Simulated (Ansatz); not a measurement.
## GaN (P6_3mc): refractive index against wavelength

The refractive index of GaN (P6_3mc) along x below the direct gap (1.96 eV on the mesh) is read from one computed spectrum, n = √(Re ε). x, y and z are the Cartesian axes of the input cell.

The structure is hexagonal, space group P6_3mc (No. 186). The conventional cell has a = 3.180 Å, b = 3.180 Å, c = 5.166 Å, α = 90.00°, β = 90.00°, γ = 120.00°. Ga on site b has 4 N at 1.94 to 1.95 Å as nearest neighbours. N on site b has 4 Ga at 1.94 to 1.95 Å as nearest neighbours.

Method: Ansatz 0.2.0, PBE, independent particles, k-mesh 9×9×5 with interpolation inside its cells, Gaussian parameter 0.1 eV.

Launch of the response step: `ansatz run input.yaml --threads 4 --pin off --max-ram 8192MiB --backend cpu --events-out ev --progress --plain --runs-dir out`. The run took 25 s, on 4 threads of Arm Neoverse V2, with other jobs on the host.

| wavelength (nm) | photon energy E (eV) | n |
| --- | --- | --- |
| 3000 | 0.413 | 2.4297 |
| 2000 | 0.620 | 2.4361 |
| 1550 | 0.800 | 2.4440 |
| 1310 | 0.946 | 2.4524 |
| 1064 | 1.165 | ? |

In the single-oscillator model n² − 1 = E₀E_d/(E₀² − E²), so 1/(n² − 1) = E₀/E_d − E²/(E₀E_d) is linear in E².

Working, on the rows shown:

| x = E² (eV²) | y = 1/(n² − 1) |
| --- | --- |
| 0.170801 | 0.203938 |
| 0.384302 | 0.202651 |
| 0.639837 | 0.20108 |
| 0.895757 | 0.199431 |

Means: x̄ = 0.52267, ȳ = 0.20178. Σ(x − x̄)(y − ȳ) = -0.001838, Σ(x − x̄)² = 0.2959. Slope = -0.001838 / 0.2959 = -0.006213; intercept = ȳ − slope · x̄ = 0.20502. Turned back into n, the line misses the rows shown by at most 0.00017.

Problem. Fill in the last column of the withheld row.

Solution. At x = 1.3578 the line gives y = 0.19659, that is 2.4672. The run gave 2.4686, so the extrapolation is off by 0.0014, 4 % of the range in the table.

Refitted with all rows, the slope is -0.006429 and the intercept 0.20512. These give E₀ = √(intercept/−slope) = 5.65 eV and E_d = E₀/intercept = 27.5 eV; E₀ is 2.9 times the direct gap. The electronic limit at long wavelengths, without lattice vibrations, is n = √(1 + 1/intercept) = 2.424. The cell comes from an older database entry, whose edges can be off by a per cent or so. Excitons are left out and so are local fields; PBE gaps are as a rule too small. Spin-orbit coupling is left out.
